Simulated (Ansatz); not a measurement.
# Ag wire along [110], 4 atoms a period: bands by functional and under strain, part 2 of 3

Aim: is the Ag wire along [110], 4 atoms a period a metal or a semiconductor?

Ansatz 0.2.0; DFT PBE, plane waves, PAW; relaxation of a wire's period (the session's first sound run).

So far. Step 2 (The relaxed wire): The cell's length comes to 2.785 Å with spin left out.

**3. The wire at its relaxed period**

This step: DFT PBE, plane waves, PAW; channels and complex bands of a perfect wire (Ansatz 0.2.0).

At the relaxed period the Bloch states of the perfect wire are found at each energy: those that move forward count the open channels, and those that decay describe how a disturbance dies away inside the wire itself. An energy step of 0.035 eV is under the 0.039 eV that the program asks for its thermal average at 300 K.

File input.yaml:

```yaml
crystal:
  lattice:
    - [8.875, 0.0, 0.0]
    - [0.0, 11.202, 0.0]
    - [0.0, 0.0, 2.7849033458]
  atoms:
    - { symbol: Ag, position: [0.369807483, 0.673135462, 0.0] }
    - { symbol: Ag, position: [0.384171874, 0.42574641, 0.0] }
    - { symbol: Ag, position: [0.630192517, 0.326841302, 0.5] }
    - { symbol: Ag, position: [0.615828126, 0.574230354, 0.5] }
kpoints:
  mp_grid: { grid: [1, 1, 29] }
  band_path: { path: ["Γ", Z], npoints: 50 }
scf:
  occupations: { method: fermi_dirac, width: 0.05 }
hamiltonian:
  xc: pbe
output:
  transmission:
    e_range: [-2, 2]
    de: 0.035
    kmesh: [1, 1]
    reduced_basis: true
    leads: [[0, 0]]
  dos: { e_range: [-5, 4] }
  write_potential: true
  write_density: true
  volumetric_format: npy
  elf: true
```

On the command line:

```bash
$ ansatz run input.yaml --threads 8 --pin off --max-ram 16384MiB --backend cpu --events-out ev --progress --plain --runs-dir out
```

Numbers of over 12 decimals in the logs are rounded to 6 here.

The log of the run:

```text
[...]
Crystal: 4 atoms, lattice volume = 276.869 Å³
Basis set: ecut = 420 eV, 5469 PW (Γ)
Bands: 46, of which v1, the nominal top of the filled ones, is band 38 counted from 1 (37 counted from 0)
Symmetry: 4 space group operations
[...]
k-points: 15 of 29
[...]
SCF iter   1: F=—  HF=-30359.182984 eV  |F-HF|=—  |Δ(HF+E_count)|=         —  Δρ=1.52e-3  dr2=2.82e-2  ethr=1.77e-3  ⟨swp⟩=7.1  Hψ=2882  notcnv=0  defer=4
[...]
SCF iter   8: F=-30359.181559 eV  HF=-30359.181559 eV  |F-HF|=1.99e-9  |Δ(HF+E_count)|=   1.37e-8  Δρ=1.91e-6  dr2=2.12e-8  ethr=1.32e-10  ⟨swp⟩=10.1  Hψ=1980  notcnv=0
SCF 1 converged in 8 iterations: F = -30359.181559 eV  dr2 = 2.12e-8
[...]
NSCF: frozen V_eff on 51 k-points
transmission: 4 of 24 steps passed
transmission: 8 of 24 steps passed
[...]
transmission: 24 of 24 steps passed
WARN: The output density's exchange-correlation potential varies sharply where the density is thin. Do not read a vacuum level from v_tot or v_xc, or from such a field of the output density. On a cell that repeats whose density bears no net charge and no dipole along the vacuum's axis use v_es (v_loc + v_h of the components); under efield.dipole_correction with no amplitude use v_es + v_field, which holds any externa [...]
SCF converged after 8 iterations
Free energy (F): -30359.181559 eV
[...]
Internal energy: -30359.161903 eV  (E = F + TS)
E sigma→0 (E₀):  -30359.171731 eV
Entropy (-TS):   -0.019657 eV (-4.914 meV/atom)
Fermi energy:    1.243018 eV
[...]
--- Band table (eV; the first three rows and the last of 15) ---
  k-point 0: bands = [... 34 lower, -1.7454, -1.6205, -1.5725, -0.8977, 0.3553, 1.2802, 2.5428, 2.8766, ... 4 higher]
  k-point 1: bands = [... 34 lower, -1.7603, -1.6436, -1.5881, -0.8669, 0.3825, 1.3078, 2.5825, 2.9122, ... 4 higher]
  k-point 2: bands = [... 34 lower, -1.8032, -1.7019, -1.6307, -0.7823, 0.4625, 1.3889, 2.6990, 3.0173, ... 4 higher]
  k-point 14: bands = [... 34 lower, -1.4210, -1.3909, 2.0275, 2.7570, 3.8757, 4.5192, 5.2480, 5.7427, ... 4 higher]
--- Transmission ---
  basis      : 869 plane waves across, 4 finite elements along
  points     : 1, standing for a mesh of 1 x 1
  filling    : by the input's occupations and mesh, since the crystals that have channels conduct as metals do. If one of these is a semiconductor, that mesh has misplaced its level
  energies   : 115 from -2.000000 to 1.990000 eV about the Fermi level, 0.035000 eV apart; the leads are filled to 0.000000 eV, and channels, transmission and decay are at -0.005000 eV
  crystal 0  : Ag4, at the sites [0, 0], period 2.7849 Å: whole cells are its period
    offset         : up to 0.0000 Å between an atom of the period and one for which it stands
    filled         : 1.0 meV over the level at which it is neutral
    channels       : 3.000000e0 a spin
    conductance    : 2.4878e14 S/m² at 300 K; may be off by some 0.0 % by where its bands' edges are placed, 0.2 % from the distance to neutral
```

Wall time 68 s (8 threads of Arm Neoverse V2, shared host); peak memory 2.4 GiB.

Reading the cycles: dr2 is the Hartree energy of the density residual (eV), the measure of convergence; HF is the Harris–Foulkes estimate of the energy, which meets the free energy F at convergence.

This step gave:

- energy at zero smearing: -30359.1717 eV
- channels at the energy nearest the Fermi level, one spin: 3
- conductance of the lead as this run defines it: 3.192 G₀
- band gap: 0 eV

The open channels of the lead, one spin by energy, zero at the Fermi level:

energy (eV), open channels of the lead, one spin and a bar from the least value:
```
   -2.000       2.00 
   -1.790       2.00 
   -1.615       2.00 
   -1.405       2.00 
   -1.195       2.00 
   -0.985       2.00 
   -0.810       3.00 ########
   -0.600       3.00 ########
   -0.390       3.00 ########
   -0.215       3.00 ########
   -0.005       3.00 ########
    0.205       4.00 ###############
    0.415       4.00 ###############
    0.590       4.00 ###############
    0.800       4.00 ###############
    1.010       4.00 ###############
    1.185       4.00 ###############
    1.395       5.00 ######################
    1.605       5.00 ######################
    1.815       6.00 ##############################
```

The slowest values at each energy, most degenerate partners merged, listed up to 1.5 1/Å. The Im kz of the slowest decaying states by energy, zero at the Fermi level:

| energy (eV) | decay 1 (Å⁻¹) | decay 2 (Å⁻¹) | decay 3 (Å⁻¹) | decay 4 (Å⁻¹) |
| --- | --- | --- | --- | --- |
| -2.000 | 0.363 | 0.388 | 0.397 | 0.434 |
| -1.790 | 0.380 | 0.407 | 0.417 | 0.446 |
| -1.615 | 0.356 | 0.416 | 0.452 | 0.456 |
| -1.405 | 0.313 | 0.420 | 0.454 | 0.495 |
| -1.195 | 0.250 | 0.415 | 0.453 | 0.499 |
| -0.985 | 0.145 | 0.400 | 0.449 | 0.501 |
| -0.810 | 0.379 | 0.444 | 0.500 | 0.526 |
| -0.600 | 0.342 | 0.435 | 0.497 | 0.514 |
| -0.390 | 0.290 | 0.423 | 0.491 | 0.499 |
| -0.215 | 0.228 | 0.410 | 0.484 | 0.485 |
| -0.005 | 0.0954 | 0.391 | 0.465 | 0.474 |
| 0.205 | 0.367 | 0.442 | 0.460 | 0.705 |
| 0.415 | 0.337 | 0.416 | 0.444 | 0.699 |
| 0.590 | 0.308 | 0.390 | 0.429 | 0.693 |
| 0.800 | 0.263 | 0.354 | 0.407 | 0.683 |
| 1.010 | 0.204 | 0.311 | 0.381 | 0.671 |
| 1.185 | 0.131 | 0.267 | 0.356 | 0.660 |
| 1.395 | 0.198 | 0.320 | 0.643 | 0.800 |
| 1.605 | 0.0693 | 0.277 | 0.624 | 0.772 |
| 1.815 | 0.222 | 0.602 | 0.741 | 0.826 |

Electronic bands along the path, in eV, zero at the Fermi level:

| point | band 35 | band 36 | band 37 | band 38 | band 39 | band 40 | band 41 | band 42 |
| --- | --- | --- | --- | --- | --- | --- | --- | --- |
| Γ | -2.99 | -2.86 | -2.82 | -2.14 | -0.89 | 0.04 | 1.30 | 1.63 |
| halfway | -3.18 | -3.07 | -3.00 | -0.99 | 0.35 | 1.30 | 3.00 | 3.24 |
| Z | -2.64 | -2.64 | 1.16 | 1.16 | 2.96 | 2.96 | 4.27 | 4.27 |

ELF in the cb plane at fractional x = 0.370, with atoms of Ag within 0.2 Å of it. It is the smooth field of the valence electrons, not physical close to the nuclei.

Ten even steps from '0' (0.00) to '9' (0.82), each cell a mean:
```
00000000000000
00000000000000
00000000000000
11110000000111
11111111111111
33322221222233
76653222223566
99764322234679
87653222223567
44332222222334
22221111111222
33322111112233
76653221223566
99764322234679
77653222223567
44332222222334
22222112112222
11111111111111
11111110111111
00000000000000
00000000000000
00000000000000
00000000000000
00000000000000
```
Columns run along c (2.8 Å), rows up along b (11.2 Å). Atoms in or near the plane, at fractional coordinates: Ag at (0.00, 0.67), Ag at (0.00, 0.43).

Electrostatic potential energy in the cb plane at fractional x = 0.370, with atoms of Ag within 0.2 Å of it. With pseudopotentials it is smooth inside the atoms' cores, unlike the true potential.

Ten even steps from '0' (-38 eV) to '9' (6 eV), each cell a mean:
```
99999999999999
99999999999999
99999999999999
99999999999999
99999999999999
66788999998876
11246889886421
00014688864100
00135789875310
55678999998765
88899999999988
66788999998876
11246889886421
00014788874100
00135789875310
55678999998765
99999999999999
99999999999999
99999999999999
99999999999999
99999999999999
99999999999999
99999999999999
99999999999999
```
Columns run along c (2.8 Å; values clipped at the 3rd and 97th percentile), rows up along b (11.2 Å). Atoms in or near the plane, at fractional coordinates: Ag at (0.00, 0.67), Ag at (0.00, 0.43).

Valence density in the cb plane at fractional x = 0.370, with atoms of Ag within 0.2 Å of it. It is the smooth field of the valence electrons, not physical close to the nuclei.

Values in e/Å³, 24 rows by 14 columns, each cell a mean:
```
 0  0  0  0  0  0  0  0  0  0  0  0  0  0
 0  0  0  0  0  0  0  0  0  0  0  0  0  0
 0  0  0  0  0  0  0  0  0  0  0  0  0  0
 0  0  0  0  0  0  0  0  0  0  0  0  0  0
 0  0  0  0  0  0  0  0  0  0  0  0  0  0
 1  1  1  0  0  0  0  0  0  0  0  0  1  1
 8  7  5  2  1  0  0  0  0  0  1  2  5  7
19 16 11  5  2  1  0  0  0  1  2  5 11 16
11 10  6  3  1  0  0  0  0  0  1  3  6 10
 2  2  1  1  0  0  0  0  0  0  0  1  1  2
 0  0  0  0  0  0  0  0  0  0  0  0  0  0
 1  1  1  0  0  0  0  0  0  0  0  0  1  1
 8  7  5  2  1  0  0  0  0  0  1  2  5  7
18 16 10  5  2  1  0  0  0  1  2  5 10 16
10  9  6  3  1  0  0  0  0  0  1  3  6  9
 1  1  1  0  0  0  0  0  0  0  0  0  1  1
 0  0  0  0  0  0  0  0  0  0  0  0  0  0
 0  0  0  0  0  0  0  0  0  0  0  0  0  0
 0  0  0  0  0  0  0  0  0  0  0  0  0  0
 0  0  0  0  0  0  0  0  0  0  0  0  0  0
 0  0  0  0  0  0  0  0  0  0  0  0  0  0
 0  0  0  0  0  0  0  0  0  0  0  0  0  0
 0  0  0  0  0  0  0  0  0  0  0  0  0  0
 0  0  0  0  0  0  0  0  0  0  0  0  0  0
```
Columns run along c (2.8 Å), rows up along b (11.2 Å). Atoms in or near the plane, at fractional coordinates: Ag at (0.00, 0.67), Ag at (0.00, 0.43).

By hand: the program gives 2.4878 × 10^14 S/m² over the cell's cross-section of 99.42 Å² = 9.942 × 10^-19 m², so one cell conducts 2.473 × 10^-4 S. Divided by G0 = 2e²/h = 7.748 × 10^-5 S this is 3.19 G0, a resistance of 4.04 kΩ.

At the computed energy nearest the Fermi level there are 3 channels a spin, and the thermal average gives 3.19 G₀.

**4. Another level of theory, level LDA, cutoff 420 eV**

This step: DFT LDA, plane waves, PAW; bands of a perfect wire at the PBE geometry (Ansatz 0.2.0).

The atoms stay at the PBE geometry and the functional changes. At fixed atoms LDA and the gradient-corrected functionals usually give like bands; this run checks that. Against the first PBE run of this kind, the mesh along the wire has 22 points against 29.

input.yaml, the sections that differ from step 3:

```yaml
kpoints:
  mp_grid: { grid: [1, 1, 22] }
  band_path: { path: ["Γ", Z], npoints: 50 }
hamiltonian:
  xc: lda
# crystal, scf: as in step 3
# output: removed
```

The log of the run:

```text
[...]
Crystal: 4 atoms, lattice volume = 276.869 Å³
Basis set: ecut = 420 eV, 5469 PW (Γ)
Bands: 46, of which v1, the nominal top of the filled ones, is band 38 counted from 1 (37 counted from 0)
Symmetry: 4 space group operations
[...]
k-points: 12 of 22
[...]
SCF iter   1: F=—  HF=-29828.060319 eV  |F-HF|=—  |Δ(HF+E_count)|=         —  Δρ=6.37e-3  dr2=1.18e-1  ethr=1.77e-3  ⟨swp⟩=7.1  Hψ=2305  notcnv=0  defer=3
[...]
SCF iter   9: F=-29828.029492 eV  HF=-29828.029492 eV  |F-HF|=3.56e-9  |Δ(HF+E_count)|=   1.27e-8  Δρ=1.26e-6  dr2=4.71e-9  ethr=1.32e-10  ⟨swp⟩=2.8  Hψ=1212  notcnv=0
SCF 1 converged in 9 iterations: F = -29828.029492 eV  dr2 = 4.71e-9
[...]
SCF converged after 9 iterations
Free energy (F): -29828.029492 eV
[...]
Internal energy: -29828.015967 eV  (E = F + TS)
E sigma→0 (E₀):  -29828.022730 eV
Entropy (-TS):   -0.013525 eV (-3.381 meV/atom)
Fermi energy:    0.853197 eV
[...]
--- Band table (eV; the first three rows and the last of 12) ---
  k-point 0: bands = [... 34 lower, -2.0746, -1.9403, -1.8931, -1.2952, -0.0647, 0.8895, 2.1770, 2.5393, ... 4 higher]
  k-point 1: bands = [... 34 lower, -2.1009, -1.9803, -1.9209, -1.2419, -0.0175, 0.9369, 2.2469, 2.6030, ... 4 higher]
  k-point 2: bands = [... 34 lower, -2.1735, -2.0688, -1.9918, -1.1039, 0.1187, 1.0740, 2.4482, 2.7887, ... 4 higher]
  k-point 11: bands = [... 34 lower, -1.7267, -1.7267, 1.9707, 1.9707, 3.7671, 3.7671, 5.0696, 5.0696, ... 4 higher]
```

The job ended after 3.1 s (8 threads; peak memory 0.8 GiB).

This step gave:

| Item | Value |
| --- | --- |
| energy at zero smearing | -29828.0227 eV |

The electronic bands at the labelled points (eV, zero at the Fermi level):

| point | band 35 | band 36 | band 37 | band 38 | band 39 | band 40 | band 41 | band 42 |
| --- | --- | --- | --- | --- | --- | --- | --- | --- |
| Γ | -2.93 | -2.79 | -2.75 | -2.15 | -0.92 | 0.04 | 1.32 | 1.69 |
| halfway | -3.12 | -3.00 | -2.98 | -1.02 | 0.31 | 1.28 | 3.05 | 3.33 |
| Z | -2.58 | -2.58 | 1.12 | 1.12 | 2.91 | 2.91 | 4.22 | 4.22 |

Bands cross the Fermi level, as under PBE at the relaxed period.

**5. Another level of theory, level PBEsol, cutoff 420 eV**

This step: DFT PBEsol, plane waves, PAW; bands of a perfect wire at the PBE geometry (Ansatz 0.2.0).

The atoms stay at the PBE geometry and the functional changes. At fixed atoms LDA and the gradient-corrected functionals usually give like bands; this run checks that. Against the first PBE run of this kind, the mesh along the wire has 22 points against 29.

input.yaml, as its differences from that of step 4:

```diff
@@ -16,2 +16,2 @@
 hamiltonian:
-  xc: lda
+  xc: pbesol
```

The log of the run:

```text
[...]
Crystal: 4 atoms, lattice volume = 276.869 Å³
Basis set: ecut = 420 eV, 5469 PW (Γ)
Bands: 46, of which v1, the nominal top of the filled ones, is band 38 counted from 1 (37 counted from 0)
Symmetry: 4 space group operations
[...]
k-points: 12 of 22
[...]
--- Band table (eV; the first three rows and the last of 12) ---
  k-point 0: bands = [... 34 lower, -1.8231, -1.6921, -1.6449, -1.0134, 0.2297, 1.1895, 2.4436, 2.8148, ... 4 higher]
  k-point 1: bands = [... 34 lower, -1.8492, -1.7320, -1.6722, -0.9601, 0.2770, 1.2370, 2.5134, 2.8779, ... 4 higher]
  k-point 2: bands = [... 34 lower, -1.9213, -1.8204, -1.7419, -0.8212, 0.4133, 1.3748, 2.7146, 3.0619, ... 4 higher]
  k-point 11: bands = [... 34 lower, -1.4749, -1.4749, 2.2420, 2.2420, 4.0552, 4.0552, 5.3862, 5.3862, ... 4 higher]
[key lines of the parts left out:]
SCF converged after 9 iterations
Free energy (F): -30085.062040 eV
Fermi energy:    1.148330 eV
```

Elapsed: 3.1 s, on 8 threads; peak memory 0.82 GiB; 22 s of CPU time.

Bands cross the Fermi level, as under PBE at the relaxed period.

**6. Another level of theory, level r2SCAN, cutoff 500 eV**

This step: DFT r2SCAN, plane waves, PAW; bands of a perfect wire at the PBE geometry (Ansatz 0.2.0).

The atoms stay at the PBE geometry and the functional changes. r2SCAN also reads the kinetic-energy density; it often gives larger moments and wider gaps than PBE, at a higher cost. Against the first PBE run of this kind, the cutoff is 500 eV against 420 and the mesh along the wire has 22 points against 29.

input.yaml, as its differences from that of step 5:

```diff
@@ -16,2 +16,2 @@
 hamiltonian:
-  xc: pbesol
+  xc: r2scan
```

The log of the run:

```text
[...]
Crystal: 4 atoms, lattice volume = 276.869 Å³
Basis set: ecut = 500 eV, 6963 PW (Γ), exchange–correlation on 288×360×96 points (64 copies of the dense FFT grid, shifted against one another)
Bands: 46, of which v1, the nominal top of the filled ones, is band 38 counted from 1 (37 counted from 0)
Symmetry: 4 space group operations
[...]
k-points: 12 of 22
[...]
--- Band table (eV; the first three rows and the last of 12) ---
  k-point 0: bands = [... 34 lower, -2.0702, -1.9268, -1.8800, -0.9753, 0.3311, 1.3687, 2.6110, 2.9859, ... 4 higher]
  k-point 1: bands = [... 34 lower, -2.0955, -1.9641, -1.9047, -0.9229, 0.3798, 1.4172, 2.6807, 3.0490, ... 4 higher]
  k-point 2: bands = [... 34 lower, -2.1652, -2.0506, -1.9666, -0.7804, 0.5210, 1.5583, 2.8820, 3.2333, ... 4 higher]
  k-point 11: bands = [... 34 lower, -1.6881, -1.6881, 2.5029, 2.5029, 4.3726, 4.3726, 5.7127, 5.7127, ... 4 higher]
[key lines of the parts left out:]
SCF converged after 9 iterations
Free energy (F): -30412.134591 eV
Fermi energy:    1.327570 eV
```

It took 7 s on 8 threads; peak memory 1.5 GiB.

The electronic bands at the labelled points (eV, zero at the Fermi level):

| point | band 35 | band 36 | band 37 | band 38 | band 39 | band 40 | band 41 | band 42 |
| --- | --- | --- | --- | --- | --- | --- | --- | --- |
| Γ | -3.40 | -3.25 | -3.21 | -2.30 | -1.00 | 0.04 | 1.28 | 1.66 |
| halfway | -3.57 | -3.46 | -3.25 | -1.08 | 0.30 | 1.34 | 3.03 | 3.31 |
| Z | -3.02 | -3.02 | 1.18 | 1.18 | 3.04 | 3.04 | 4.39 | 4.39 |

Bands cross the Fermi level, as under PBE at the relaxed period.

**7. With spin-orbit coupling**

This step: DFT PBE, plane waves, fully relativistic PAW; bands of a perfect wire with spin-orbit coupling (Ansatz 0.2.0).

Spin-orbit coupling mixes the spins and splits bands that cross or touch without it, so it can open or close channels. Fully relativistic datasets take the place of the scalar ones. Against the first PBE run of this kind, the mesh along the wire has 18 points against 29.

input.yaml, as its differences from that of step 6:

```diff
@@ -11,3 +11,3 @@
 kpoints:
-  mp_grid: { grid: [1, 1, 22] }
+  mp_grid: { grid: [1, 1, 18] }
   band_path: { path: ["Γ", Z], npoints: 50 }
@@ -16,2 +16,6 @@
 hamiltonian:
-  xc: r2scan
+  xc: pbe
+  pseudopotentials: { kind: paw_fr }
+magnetization:
+  noncollinear: true
+  spin_orbit: true
```

The log of the run:

```text
[...]
non-collinear run that drives no moment, with spin-orbit: no starting moment large enough to seed its density (crystal.atoms[].spin), no starting occupations that ask for one, no magnetisation constraint and no magnetic field, so the semilocal B_xc is pinned to zero
Crystal: 4 atoms, lattice volume = 276.869 Å³
Basis set: ecut = 420 eV, 5469 PW (Γ)
Bands: 92, of which v1, the nominal top of the filled ones, is band 76 counted from 1 (75 counted from 0)
Symmetry: 4 space group operations + 4 with time reversal
[...]
k-points: 10 of 18
Projection manifold: j_resolved (fully-relativistic pseudo-atomic orbitals)
[...]
SCF iter   1: F=—  HF=-30369.147787 eV  |F-HF|=—  |Δ(HF+E_count)|=         —  Δρ=2.33e-2  dr2=2.32e0  dr2_m=0.00e0 (ungated)  ethr=3.00e-3  |M|=0.00e0 ∫|m|=0.00e0 μB  |m|>n=0.0e0 m-floor=0.0e0 τ_xc=0.0e0  β_m=1.00  ⟨swp⟩=2.7  Hψ=3080  notcnv=0
[...]
spin=Noncollinear: LDOS preconditioning applied to the charge; magnetization (m_x, m_y, m_z) channels mix plain (no charge-response kernel on spin).
SCF iter   2: F=—  HF=-30369.653997 eV  |F-HF|=—  |Δ(HF+E_count)|=   5.06e-1  Δρ=3.50e-2  dr2=3.97e0  dr2_m=0.00e0 (ungated)  ethr=3.00e-3  |M|=0.00e0 ∫|m|=0.00e0 μB  |m|>n=0.0e0 m-floor=0.0e0 τ_xc=0.0e0  β_m=0.53  ⟨swp⟩=3.7  Hψ=1092  notcnv=0
[...]
SCF iter  10: F=-30368.554718 eV  HF=-30368.554718 eV  |F-HF|=3.23e-8  |Δ(HF+E_count)|=   2.14e-9  Δρ=2.85e-6  dr2=5.57e-8  dr2_m=0.00e0 (ungated)  ethr=1.32e-10  |M|=0.00e0 ∫|m|=0.00e0 μB  |m|>n=0.0e0 m-floor=0.0e0 τ_xc=0.0e0  ⟨swp⟩=9.3  Hψ=1805  notcnv=0
SCF 1 converged in 10 iterations: F = -30368.554718 eV  dr2 = 5.57e-8
[...]
SCF converged after 10 iterations
Magnetization: |M| = 0.0000 μB,  M = (+0.0000, +0.0000, +0.0000) μB
Absolute magnetization: 0.0000 μB (∫|m|)
  site 0: m = (+0.0000, +0.0000, +0.0000) μB, |m| = 0.0000 μB  (R = 1.14 Å)
  site 1: m = (+0.0000, +0.0000, +0.0000) μB, |m| = 0.0000 μB  (R = 1.14 Å)
  site 2: m = (+0.0000, +0.0000, +0.0000) μB, |m| = 0.0000 μB  (R = 1.14 Å)
  site 3: m = (+0.0000, +0.0000, +0.0000) μB, |m| = 0.0000 μB  (R = 1.14 Å)
Free energy (F): -30368.554718 eV
[...]
Internal energy: -30368.531149 eV  (E = F + TS)
E sigma→0 (E₀):  -30368.542934 eV
Entropy (-TS):   -0.023569 eV (-5.892 meV/atom)
Fermi energy:    1.232003 eV
[...]
--- Band table (eV; the first three rows and the last of 10) ---
  k-point 0: bands = [... 72 lower, -1.4683, -1.4683, -0.8622, -0.8622, 0.3620, 0.3620, 1.2969, 1.2969, ... 12 higher]
  k-point 1: bands = [... 72 lower, -1.5028, -1.5028, -0.7871, -0.7871, 0.4320, 0.4320, 1.3679, 1.3679, ... 12 higher]
  k-point 2: bands = [... 72 lower, -1.5916, -1.5916, -0.5945, -0.5945, 0.6316, 0.6316, 1.5712, 1.5712, ... 12 higher]
  k-point 9: bands = [... 72 lower, 2.4165, 2.4165, 2.4165, 2.4165, 4.2188, 4.2188, 4.2188, 4.2188, ... 12 higher]
```

It took 39 s on 8 threads; peak memory 2.9 GiB.

Numbers from this step:

| Property | Result |
| --- | --- |
| energy at zero smearing | -30368.5429 eV |

The electronic bands at the labelled points (eV, zero at the Fermi level):

| point | band 73 | band 74 | band 75 | band 76 | band 77 | band 78 | band 79 | band 80 |
| --- | --- | --- | --- | --- | --- | --- | --- | --- |
| Γ | -2.70 | -2.70 | -2.09 | -2.09 | -0.87 | -0.87 | 0.06 | 0.06 |
| halfway | -2.92 | -2.92 | -0.95 | -0.95 | 0.36 | 0.36 | 1.32 | 1.32 |
| Z | 1.18 | 1.18 | 1.18 | 1.18 | 2.99 | 2.99 | 2.99 | 2.99 |

Bands cross the Fermi level, as under PBE at the relaxed period, with no moment.

(Continued in part 3 of 3.)

[Logs are printed without paths, hosts, clocks, repeated set-up lines and the standing remarks that a program may print on its own settings, such as how far it seeks lower states.]

[Hosts, paths, dates, database ids (printed as entryN), source tags and the programs' standing remarks are cut or masked in the printed files.]
